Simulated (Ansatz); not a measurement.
# Al wire along [100], 12 atoms a period: bands along the axis, part 2 of 2

Aim: is the Al wire along [100], 12 atoms a period a metal or a semiconductor?

Ansatz 0.2.0; DFT PBE, plane waves, PAW; relaxation of a wire's period; PAW set soft_1 (the session's first sound run).

So far: Set-up; The relaxed wire.

## (2) The relaxed wire (continued)

Relaxation path:

| step | energy less that of the first step (eV) | largest force component (eV/Å) | pressure (GPa) | volume (Å³) |
| --- | --- | --- | --- | --- |
| 1 | 0.0000 | 0.3984 | -1.32 | 668.13 |
| 2 | -0.2908 | 0.1348 | 0.16 | 644.80 |
| 3 | -0.3259 | 0.0272 | -0.07 | 638.39 |
| 4 | -0.3289 | 0.0224 | -0.08 | 635.10 |
| 5 | -0.3319 | 0.0122 | -0.08 | 632.73 |
| 6 | -0.3475 | 0.0586 | -0.07 | 627.29 |
| 7 | -0.3833 | 0.0853 | -0.09 | 605.79 |
| 8 | -0.3993 | 0.0412 | -0.11 | 610.48 |
| 9 | -0.3361 | 0.0865 | -0.05 | 628.13 |
| 10 | -0.3930 | 0.0406 | -0.11 | 618.98 |
| 11 | -0.4026 | 0.0057 | -0.02 | 612.58 |
| 12 | -0.4027 | 0.0008 | -0.06 | 613.26 |
| 13* | -0.4010 | 0.0009 | -0.06 | 613.26 |

Relaxation steps marked * repeat the geometry before them on a plane-wave basis chosen anew for their cell, so energy and pressure can jump there. Relaxation steps 9, 10 were tried and not accepted.

The run keeps the 16 symmetry operations that it works with, so distortions that break them were not tested.

| cell as run | before | after | change |
| --- | --- | --- | --- |
| c (Å) | 4.040 | 3.708 | -8.2 % |

The atoms that moved most (Å, along periodic axes as changes of fractional coordinates times the final cell, across vacuum about the mean position):

| atom | dx | dy | dz | length |
| --- | --- | --- | --- | --- |
| Al4 | 0.005 | -0.029 | 0.000 | 0.030 |
| Al1 | -0.029 | 0.005 | 0.000 | 0.030 |
| Al8 | -0.005 | -0.029 | 0.000 | 0.030 |
| Al7 | -0.029 | -0.005 | 0.000 | 0.030 |
| Al12 | 0.029 | 0.005 | 0.000 | 0.030 |
| Al11 | 0.005 | 0.029 | 0.000 | 0.030 |
| Al3 | -0.005 | 0.029 | 0.000 | 0.030 |
| Al6 | 0.029 | -0.005 | 0.000 | 0.030 |

This step gave:

```
energy at zero smearing    : -6443.4502 eV
cell length along the wire : 3.708 Å
```

The cell's length comes to 3.708 Å with spin left out.

## (3) The wire at its relaxed period

This step: DFT PBE, plane waves, PAW; bands of a perfect wire; PAW set soft_1 (Ansatz 0.2.0).

At the relaxed period the bands are computed along the axis; those that cross an energy going forward count the channels that a perfect wire would open there.

input.yaml reads:

```yaml
crystal:
  lattice:
    - [12.86, 0.0, 0.0]
    - [0.0, 12.86, 0.0]
    - [0.0, 0.0, 3.7081839341]
  atoms:
    - { symbol: Al, position: [0.262105524, 0.578914409, 0.0] }
    - { symbol: Al, position: [0.421847766, 0.421847766, 0.0] }
    - { symbol: Al, position: [0.421085591, 0.737894476, 0.0] }
    - { symbol: Al, position: [0.578914409, 0.262105524, 0.0] }
    - { symbol: Al, position: [0.578152234, 0.578152234, 0.0] }
    - { symbol: Al, position: [0.737894476, 0.421085591, 0.0] }
    - { symbol: Al, position: [0.262105524, 0.421085591, 0.5] }
    - { symbol: Al, position: [0.421085591, 0.262105524, 0.5] }
    - { symbol: Al, position: [0.421847766, 0.578152234, 0.5] }
    - { symbol: Al, position: [0.578152234, 0.421847766, 0.5] }
    - { symbol: Al, position: [0.578914409, 0.737894476, 0.5] }
    - { symbol: Al, position: [0.737894476, 0.578914409, 0.5] }
kpoints:
  mp_grid: { grid: [1, 1, 22] }
  band_path: { path: ["Γ", Z], npoints: 90 }
scf:
  occupations: { method: fermi_dirac, width: 0.05 }
hamiltonian:
  xc: pbe
  pseudopotentials: { kind: paw, azcp: { folder: soft_1 } }
output:
  dos: { e_range: [-5, 4] }
  write_potential: true
  write_density: true
  volumetric_format: npy
```

Started as:

```
$ ansatz run input.yaml --threads 4 --pin off --max-ram 16384MiB --backend cpu --events-out ev --progress --plain --runs-dir out
```

Numbers of over 12 decimals in the logs are rounded to 6 here.

Output:

```text
[...]
Crystal: 12 atoms, lattice volume = 613.258 Å³
Basis set: ecut = 420 eV, 12005 PW (Γ)
Bands: 30, of which v1, the nominal top of the filled ones, is band 18 counted from 1 (17 counted from 0)
Symmetry: 16 space group operations
[...]
k-points: 12 of 22
[...]
SCF iter   1: F=—  HF=-6447.165652 eV  |F-HF|=—  |Δ(HF+E_count)|=         —  Δρ=2.08e-2  dr2=2.40e1  ethr=3.10e-3  ⟨swp⟩=10.1  Hψ=2287  notcnv=0  defer=2
[...]
SCF iter   9: F=-6443.445017 eV  HF=-6443.445017 eV  |F-HF|=4.07e-9  |Δ(HF+E_count)|=   3.94e-9  Δρ=8.68e-7  dr2=7.88e-9  ethr=2.78e-10  ⟨swp⟩=17.2  Hψ=1872  notcnv=0
SCF 1 converged in 9 iterations: F = -6443.445017 eV  dr2 = 7.88e-9
[...]
NSCF: frozen V_eff on 91 k-points
WARN: The output density's exchange-correlation potential varies sharply where the density is thin. Do not read a vacuum level from v_tot or v_xc, or from such a field of the output density. On a cell that repeats whose density bears no net charge and no dipole along the vacuum's axis use v_es (v_loc + v_h of the components); under efield.dipole_correction with no amplitude use v_es + v_field, which holds any externa [...]
SCF converged after 9 iterations
Free energy (F): -6443.445017 eV
[...]
Internal energy: -6443.390684 eV  (E = F + TS)
E sigma→0 (E₀):  -6443.417850 eV
Entropy (-TS):   -0.054333 eV (-4.528 meV/atom)
Fermi energy:    -0.287770 eV
[...]
--- Band table (eV; the first three rows and the last of 12) ---
  k-point 0: bands = [... 14 lower, -0.9037, -0.4088, 0.5694, 0.5694, 0.7315, 0.7315, 0.8701, 1.8240, ... 8 higher]
  k-point 1: bands = [... 14 lower, -0.8895, -0.3877, 0.2345, 0.2345, 0.7489, 0.7489, 1.2445, 1.7795, ... 8 higher]
  k-point 2: bands = [... 14 lower, -0.8491, -0.4241, -0.4241, -0.3478, 0.7926, 0.7926, 1.1294, 1.9770, ... 8 higher]
  k-point 11: bands = [... 14 lower, -1.6109, -1.6109, -1.3960, -1.3960, 0.1803, 0.1803, 0.3231, 0.3231, ... 8 higher]
```

Run time: 18 s. Hardware: 4 threads of Intel Xeon Platinum 8259CL at 2.50GHz (Skylake/Cascade Lake), shared host; peak memory 1.3 GiB.

This step gave:

```yaml
energy_at_zero_smearing: -6443.4179 eV
band_gap: 0 eV
```

Electronic bands along the path, in eV, zero at the Fermi level:

| point | band 15 | band 16 | band 17 | band 18 | band 19 | band 20 | band 21 | band 22 |
| --- | --- | --- | --- | --- | --- | --- | --- | --- |
| Γ | -0.62 | -0.12 | 0.86 | 0.86 | 1.02 | 1.02 | 1.16 | 2.11 |
| halfway | -1.08 | -0.78 | -0.56 | -0.50 | -0.48 | 0.79 | 0.87 | 1.13 |
| Z | -1.32 | -1.32 | -1.11 | -1.11 | 0.47 | 0.47 | 0.61 | 0.61 |

Between Γ and Z the bands cross the Fermi level 8 times, so a perfect wire would conduct at least 8 G₀, with spin left out.

## (4) What came out

```
cell length, PBE                                            : 3.708 Å
ballistic conductance by band crossings, a lower bound, PBE : 8 G₀
```

What this shows: Under PBE the cell's length is 3.71 Å, and the bands cross the Fermi level 8 times between Γ and Z, which gives a perfect wire at least 8 G₀ (opposite crossings within one step of the path cancel in such a count).

[Logs are printed without paths, hosts, clocks, repeated set-up lines and the standing remarks that a program may print on its own settings, such as how far it seeks lower states.]

[Hosts, paths, dates, database ids (printed as entryN), source tags and the programs' standing remarks are cut or masked in the printed files.]
